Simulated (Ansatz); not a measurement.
## LiSc3 (built on the sites of a database entry of LiAl3): a soft mode frozen in

Wanted: the energy along a soft mode of LiSc3 (built on the sites of a database entry of LiAl3) and the structure at the end.

Main program and level: Ansatz 0.2.0; DFT PBEsol, scalar-relativistic, plane waves, PAW.

Report form: the programs' logs are mostly left out.

The structure was built from a prototype and need not be the compound's stable phase.

### Step 1. Starting point

It takes space group Pm-3m (No. 221, cubic). Conventional cell: a = 4.476 Å, b = 4.476 Å, c = 4.476 Å, α = 90.00°, β = 90.00°, γ = 90.00°. Li has 12 Sc at 3.16 Å nearest. Nearest to Sc lie 4 Li at 3.16 Å and 8 Sc at 3.16 Å. Farther neighbours are not listed.

### Step 2. Phonons on a q mesh

The cell comes from relaxations at this level that are not shown. Stability and thermal properties need the whole zone. Linear response on a 4×4×4 q mesh gives force constants as far as a supercell of that size would.

Input file input.yaml:

```yaml
crystal:
  lattice:
    - [4.4755295906, 0.0, 0.0]
    - [0.0, 4.4755295906, 0.0]
    - [0.0, 0.0, 4.4755295906]
  atoms:
    - { symbol: Li, position: [0.0, 0.0, 0.0] }
    - { symbol: Sc, position: [0.5, 0.5, 0.0] }
    - { symbol: Sc, position: [0.5, 0.0, 0.5] }
    - { symbol: Sc, position: [0.0, 0.5, 0.5] }
kpoints:
  mp_grid: { grid: [12, 12, 12] }
hamiltonian:
  xc: pbesol
scf:
  occupations: { method: methfessel_paxton, width: 0.2 }
output:
  eigenvalues: true
phonons:
  method: dfpt
  qmesh: [4, 4, 4]
  temperatures: { t_max: 1000, t_step: 50 }
  qpath:
    path:
      - [[0.0, 0.0, 0.0], [0.0, 0.5, 0.0], [0.5, 0.5, 0.0], [0.0, 0.0, 0.0], [0.5, 0.5, 0.5], [0.0, 0.5, 0.0]]
      - [[0.5, 0.5, 0.5], [0.5, 0.5, 0.0]]
    npoints: 10
```

Command:

```console
ansatz run input.yaml --threads 4 --pin off --max-ram 14336MiB --backend cpu --events-out ev --progress --plain --runs-dir out
```

Run time: 28 min. Hardware: 4 threads of Arm Neoverse V2, shared host; peak memory 8.5 GiB.

This step gave:

- volume per atom: 22.41 Å³
- gap on the k-mesh: 0 eV
- sum-rule residual before enforcement: 2.15e-5 eV/Å²
- lowest frequency on the path: -127.3 cm⁻¹
- point group: m-3m
- highest frequency on the path or at a solved wavevector: 320.2 cm⁻¹
- highest optical mode at the zone centre (no LO-TO term): 320.2 cm⁻¹
- lowest optical zone-centre mode: 133.4 cm⁻¹
- lowest mode on the q mesh (acoustic modes at Γ apart): -127.3 cm⁻¹

Frequencies (cm⁻¹) solved at each irreducible wavevector; negative means imaginary. Frequencies by wavevector, by row:

```tsv
q in reciprocal lattice units	star	mode 1	mode 2	mode 3	mode 4	mode 10	mode 11	mode 12
0 0 0	1	0	0	0	133.4	320.2	320.2	320.2
0 0 0.25	6	49.6	49.6	64.9	114.2	318.3	318.3	319.5
0 0 -0.5	3	87.8	87.8	102.8	106	317.7	317.7	317.9
0 0.25 0.25	12	-29.5	67	80.3	104.1	314.5	316.4	317.3
0 0.25 -0.5	12	-36.9	71.3	90.7	100.7	312.4	313.7	314.6
0 -0.5 -0.5	3	-61.1	93.4	93.4	101.2	309.8	310.8	310.8
0.25 0.25 0.25	8	-35.5	-35.5	-19.5	122.3	309.9	309.9	312.5
0.25 0.25 -0.5	12	-75.4	-48.2	-41.6	101.7	305.4	307.7	308.8
0.25 -0.5 -0.5	6	-99.1	-85.5	-85.5	101	301.9	302	302
-0.5 -0.5 -0.5	1	-127.3	-127.3	-127.3	100.2	294.1	294.1	294.1
```

Interpolated from a 4×4×4 q mesh. Phonon branches along the path, in cm⁻¹:

```tsv
point	branch 1	branch 2	branch 3	branch 4	branch 9	branch 10	branch 11	branch 12
Γ	0	0	0	133	236	320	320	320
halfway	50	50	65	114	215	318	318	320
X	88	88	103	106	192	318	318	318
halfway	-37	71	91	101	198	312	314	315
M	-61	93	93	101	207	310	311	311
halfway	-30	67	80	104	214	314	316	317
Γ	0	0	0	133	236	320	320	320
halfway	-36	-36	-20	122	224	310	310	312
R	-127	-127	-127	100	250	294	294	294
halfway	-75	-48	-42	102	219	305	308	309
X	88	88	103	106	192	318	318	318
jump to R	-127	-127	-127	100	250	294	294	294
halfway	-99	-86	-86	101	231	302	302	302
M	-61	93	93	101	207	310	311	311
```

Symmetry leaves 10 wavevectors to solve. The lowest mode among them, the acoustic zeros apart, lies at q = (-0.5, -0.5, -0.5) and is imaginary, 127.3i cm⁻¹, so the energy falls along it.

### Step 3. The mode frozen in, largest atomic shift 0 Å

The mode followed lies at q = (-0.5, -0.5, -0.5) with frequency 127.3i cm⁻¹ and is 3-fold degenerate, the softest among the wavevectors solved. At small amplitude the distorted cell has space group no. 167 by a symmetry search on the positions. The undistorted cell that holds it gives the zero of energy on the same k mesh.

System of this step: LiSc3 (built on the sites of a database entry of LiAl3). Symmetry: Pm-3m, No. 221, cubic system. Conventional cell: a = 4.476 Å, b = 4.476 Å, c = 4.476 Å, α = 90.00°, β = 90.00°, γ = 90.00°. Li has 12 Sc at 3.16 Å nearest. Nearest to Sc lie 8 Sc at 3.16 Å and 4 Li at 3.16 Å. Farther neighbours are not listed.

Input file input.yaml:

```yaml
crystal:
  lattice:
    - [4.4755295906, 4.4755295906, 0.0]
    - [4.4755295906, 0.0, 4.4755295906]
    - [4.4755295906, 0.0, -4.4755295906]
  atoms:
    - { symbol: Li, position: [0.0, 0.5, 0.5] }
    - { symbol: Li, position: [0.0, 0.0, 0.0] }
    - { symbol: Sc, position: [0.5, 0.5, 0.5] }
    - { symbol: Sc, position: [0.5, 0.0, 0.0] }
    - { symbol: Sc, position: [0.0, 0.5, 0.0] }
    - { symbol: Sc, position: [0.0, 0.0, 0.5] }
    - { symbol: Sc, position: [0.5, 0.5, 0.0] }
    - { symbol: Sc, position: [0.5, 0.0, 0.5] }
kpoints:
  mp_grid: { grid: [8, 8, 8] }
hamiltonian:
  xc: pbesol
scf:
  occupations: { method: methfessel_paxton, width: 0.2 }
output:
  forces: true
  stress: true
  eigenvalues: true
```

Elapsed: 3 s, on 4 threads; peak memory 0.64 GiB; 11 s of CPU time.

Numbers from this step:

* pressure: -0.001330 GPa
* energy from the undistorted cell: 0 meV/atom

The run ends at a pressure of 0.00 GPa.

### Step 4. The mode frozen in, largest atomic shift 0.45 Å

The atoms are moved along the unstable eigenvector, the largest shift by 0.45 Å, with the cell fixed.

input.yaml, the sections that differ from step 3:

```yaml
crystal:
  lattice:
    - [4.4755295906, 4.4755295906, 0.0]
    - [4.4755295906, 0.0, 4.4755295906]
    - [4.4755295906, 0.0, -4.4755295906]
  atoms:
    - { symbol: Li, position: [0.0, 0.5, 0.5] }
    - { symbol: Li, position: [0.0, 0.0, 0.0] }
    - { symbol: Sc, position: [0.4289027041, 0.5, 0.5] }
    - { symbol: Sc, position: [0.5710972959, 0.0, 0.0] }
    - { symbol: Sc, position: [0.0, 0.4289027041, 0.0] }
    - { symbol: Sc, position: [0.0, 0.0710972959, 0.5] }
    - { symbol: Sc, position: [0.4289027041, 0.5710972959, 0.0] }
    - { symbol: Sc, position: [0.5710972959, -0.0710972959, 0.5] }
# kpoints, hamiltonian, scf, output: as in step 3
```

Wall time 6 s (4 threads); peak memory 0.77 GiB; 23 s of CPU time.

Numbers from this step:

| Quantity | Value |
| --- | --- |
| pressure | -1.460 GPa |
| energy from the undistorted cell | -81.24 meV/atom |

The energy, extrapolated to zero smearing, is -81.24 meV/atom against the undistorted cell.

The run ends at a pressure of -1.46 GPa, with forces up to 0.078 eV/Å.

### Step 5. Energy along the mode, all amplitudes (two of the runs are shown above)

An imaginary frequency means negative curvature, so the energy should fall and then rise again as anharmonic terms take over.

Numbers from this step:

| Item | Value |
| --- | --- |
| depth at the lowest point sampled | 81.24 meV/atom |
| largest atomic shift at that point | 0.45 Å |

Energy from the parent against largest atomic shift:

```tsv
largest atomic shift (Å)	energy from the parent (meV/atom)
0.000	0
0.040	-1.70
0.080	-6.52
0.140	-18.0
0.220	-37.2
0.320	-61.4
0.450	-81.2
0.600	-66.3
```

Displacement at unit largest shift by atom:

```tsv
atom	x (Å)	y (Å)	z (Å)	size
Li1	0.000	0.000	0.000	0.000
Li2	0.000	0.000	0.000	0.000
Sc3	-0.707	-0.707	0.000	1.000
Sc4	0.707	0.707	0.000	1.000
Sc5	-0.707	0.000	-0.707	1.000
Sc6	0.707	0.000	0.707	1.000
Sc7	0.000	-0.707	0.707	1.000
Sc8	0.000	0.707	-0.707	1.000
```

The lowest of the steps tried is at 0.45 Å, 81.2 meV/atom below the parent; the bottom of the well need not coincide with a step.

### Step 6. Relaxation from the frozen mode

Starting from the lowest point found, all atoms and the cell are let go, so that strain and other modes of the same symmetry can join in.

Edit input.yaml of step 4 so:

```diff
@@ -24 +24,6 @@
   eigenvalues: true
+relax:
+  adjacent_minimum: "off"
+  f_tol: 0.002
+  max_steps: 120
+  cell: { stress_tol: 0.03 }
```

The job ended after 33 s (4 threads; peak memory 0.82 GiB; 2.2 min of CPU time).

Step by step:

```tsv
step	energy less that of the first step (eV)	largest force component (eV/Å)	pressure (GPa)	volume (Å³)
1	0.0000	0.0551	-1.46	179.29
2	-0.0357	0.0089	0.93	169.94
3	-0.0492	0.0056	-0.12	173.48
4	-0.0494	0.0018	0.00	173.07
5*	-0.0490	0.0018	0.00	173.07
```

Relaxation steps marked * repeat the geometry before them on a plane-wave basis chosen anew for their cell, so energy and pressure can jump there.

The run keeps the 12 symmetry operations that it works with, so distortions that break them were not tested.

```tsv
conventional cell, symmetrised	before	after	change
a (Å)	6.329	6.292	-0.6 %
b (Å)	6.329	6.292	-0.6 %
c (Å)	15.504	15.141	-2.3 %
volume (Å³/atom)	22.41	21.63	-3.5 %
```

The atoms that moved most (Å, as changes of fractional coordinates times the final cell):

```tsv
atom	dx	dy	dz	length
Sc4	0.031	0.031	0.000	0.044
Sc8	0.000	0.031	-0.031	0.044
Sc6	0.031	0.000	0.031	0.044
Sc5	-0.031	0.000	-0.031	0.044
Sc7	0.000	-0.031	0.031	0.044
Sc3	-0.031	-0.031	0.000	0.044
```

This step gave:

```
pressure        : 3.20e-4 GPa
volume per atom : 21.63 Å³
```

The distorted start has space group R-3c; the relaxation ends in R-3c.

### Step 7. The new phase in its own primitive cell

The relaxed structure is symmetrised, reduced to its primitive cell and relaxed tightly, as its phonons need.

Input file input.yaml:

```yaml
crystal:
  lattice:
    - [3.1462450292, 1.8164854145, 5.0471118423]
    - [-3.1462450292, 1.8164854145, 5.0471118423]
    - [0.0, -3.6329708291, 5.0471118423]
  atoms:
    - { symbol: Li, position: [0.25, 0.25, 0.25] }
    - { symbol: Li, position: [0.75, 0.75, 0.75] }
    - { symbol: Sc, position: [0.6718479267, 0.25, 0.8281520733] }
    - { symbol: Sc, position: [0.3281520733, 0.75, 0.1718479267] }
    - { symbol: Sc, position: [0.1718479267, 0.3281520733, 0.75] }
    - { symbol: Sc, position: [0.8281520733, 0.6718479267, 0.25] }
    - { symbol: Sc, position: [0.75, 0.1718479267, 0.3281520733] }
    - { symbol: Sc, position: [0.25, 0.8281520733, 0.6718479267] }
kpoints:
  mp_grid: { grid: [9, 9, 9] }
hamiltonian:
  xc: pbesol
scf:
  occupations: { method: methfessel_paxton, width: 0.2 }
output:
  forces: true
  stress: true
  eigenvalues: true
relax:
  adjacent_minimum: "off"
  f_tol: 0.001
  max_steps: 60
  cell: { stress_tol: 0.01 }
```

The job ended after 33 s (4 threads; peak memory 0.88 GiB).

Little changed from the start: no atom moved by 0.005 Å and no cell edge by 0.1 %.

This step gave:

| Property | Result |
| --- | --- |
| pressure | -0.002046 GPa |

The largest force component left is 0.31 meV/Å and the pressure is -0.002 GPa, within the tolerances set. The cell now holds 21.63 Å³/atom.

### Step 8. Modes of the new phase, k-mesh 9×9×9

A relaxed structure may still be a saddle point, so its zone-centre modes are computed. No field response is asked, since the mesh shows no gap.

Input file input.yaml:

```yaml
crystal:
  lattice:
    - [3.146368636, 1.816556779, 5.0465651099]
    - [-3.146368636, 1.816556779, 5.0465651099]
    - [0.0, -3.633113558, 5.0465651099]
  atoms:
    - { symbol: Li, position: [0.25, 0.25, 0.25] }
    - { symbol: Li, position: [0.75, 0.75, 0.75] }
    - { symbol: Sc, position: [0.6716939306, 0.25, 0.8283060694] }
    - { symbol: Sc, position: [0.3283060694, 0.75, 0.1716939306] }
    - { symbol: Sc, position: [0.1716939306, 0.3283060694, 0.75] }
    - { symbol: Sc, position: [0.8283060694, 0.6716939306, 0.25] }
    - { symbol: Sc, position: [0.75, 0.1716939306, 0.3283060694] }
    - { symbol: Sc, position: [0.25, 0.8283060694, 0.6716939306] }
kpoints:
  mp_grid: { grid: [9, 9, 9] }
hamiltonian:
  xc: pbesol
scf:
  occupations: { method: methfessel_paxton, width: 0.2 }
output:
  eigenvalues: true
phonons:
  method: dfpt
```

Wall time 8.3 min (4 threads); peak memory 9.8 GiB.

This step gave:

```
sum-rule residual before enforcement                    : 2.71e-5 eV/Å²
point group                                             : -3m
highest optical mode at the zone centre (no LO-TO term) : 403.1 cm⁻¹
lowest optical zone-centre mode                         : 27.1 cm⁻¹
```

Patterns of degenerate modes are one choice out of their space. Modes at Γ, with each element's share of the kinetic energy:

```tsv
mode	frequency (cm⁻¹)	symmetry	Li %	Sc %
1	0.0	acoustic	5	95
2	0.0	acoustic	5	95
3	0.0	acoustic	5	95
4	27.1	Eg	0	100
5	27.1	Eg	0	100
6	130.8	A1g	0	100
7	133.2	Eg	0	100
8	133.2	Eg	0	100
9	143.6	Eu	0	100
10	143.6	Eu	0	100
11	158.6	A2g	10	90
12	184.2	Eg	9	91
13	184.2	Eg	9	91
14	193.5	A1u	0	100
15	217.5	A2u	1	99
16	236.7	Eu	2	98
17	236.7	Eu	2	98
18	249.4	A2g	3	97
19	317.3	A2g	87	13
20	318.3	A2u	94	6
21	402.5	Eu	92	8
22	402.5	Eu	92	8
23	403.1	Eg	91	9
24	403.1	Eg	91	9
```

Displacements in mode 5 (27.1 cm⁻¹), the largest set to 1:
```
Li1 -0.16 -0.01  0.00
Li2  0.16  0.01  0.00
Sc3 -0.69 -0.10  0.91
Sc4  0.69  0.10 -0.91
Sc5  0.77  0.05 -0.09
Sc6 -0.77 -0.05  0.09
Sc7  0.69  0.02  1.00
Sc8 -0.69 -0.02 -1.00
```

Displacements in mode 13 (184.2 cm⁻¹), the largest set to 1:
```
Li1 -1.00  0.00  0.00
Li2  1.00  0.00  0.00
Sc3 -0.13 -0.42 -0.47
Sc4  0.13  0.42  0.47
Sc5  0.86  0.00  0.00
Sc6 -0.86  0.00  0.00
Sc7  0.13 -0.42 -0.47
Sc8 -0.13  0.42  0.47
```

Before it was imposed, the acoustic sum rule was missed by 2.7e-5 eV/Å². Small misses are needed for a sound result but don't prove that mesh and cutoff are converged. The lowest optical mode is real, 27.1 cm⁻¹.

### Step 9. What came out

| Item | Value |
| --- | --- |
| unstable mode of the parent | q = (-0.5, -0.5, -0.5), 127i cm⁻¹ |
| depth at the lowest point sampled | 81.2 meV/atom |
| largest atomic shift at that point | 0.45 Å |
| space group reached (within 0.01 Å) | R-3c |
| energy gained over the parent (first relaxation, on the mesh of the frozen mode) | 87.3 meV/atom |
| volume per atom, phase reached | 21.6 Å³ |
| lowest optical zone-centre mode, phase reached | 27.1 cm⁻¹ |
| highest optical mode at the zone centre (no LO-TO term), phase reached | 403 cm⁻¹ |

Along this mode the structure falls into R-3c, 87.3 meV/atom below the parent. At the parent's cell the well is 81.24 meV/atom deep on the steps tried, with its lowest point at a shift of 0.45 Å. Relaxing atoms and cell changes the gain by +6.08 meV/atom against the lowest step (energies at zero smearing). The new phase has no imaginary mode at the zone centre of its cell; other wavevectors were not checked. Of the 4 patterns followed to their end from this parent, this one ends 22.1 meV/atom above the lowest, I4/mcm. Each path keeps the symmetry of its pattern, so a lower phase may lie along a pattern not tried. With no gap, or one that is small against the smearing, the frequencies hang on the k mesh and the smearing, most of all near Kohn anomalies. The starting cell was built on a prototype and not taken from a measurement, so the phase need not exist.

[Logs are printed without paths, hosts, clocks, repeated set-up lines and the standing remarks that a program may print on its own settings, such as how far it seeks lower states.]

[Hosts, paths, dates, database ids (printed as entryN), source tags and the programs' standing remarks are cut or masked in the printed files.]
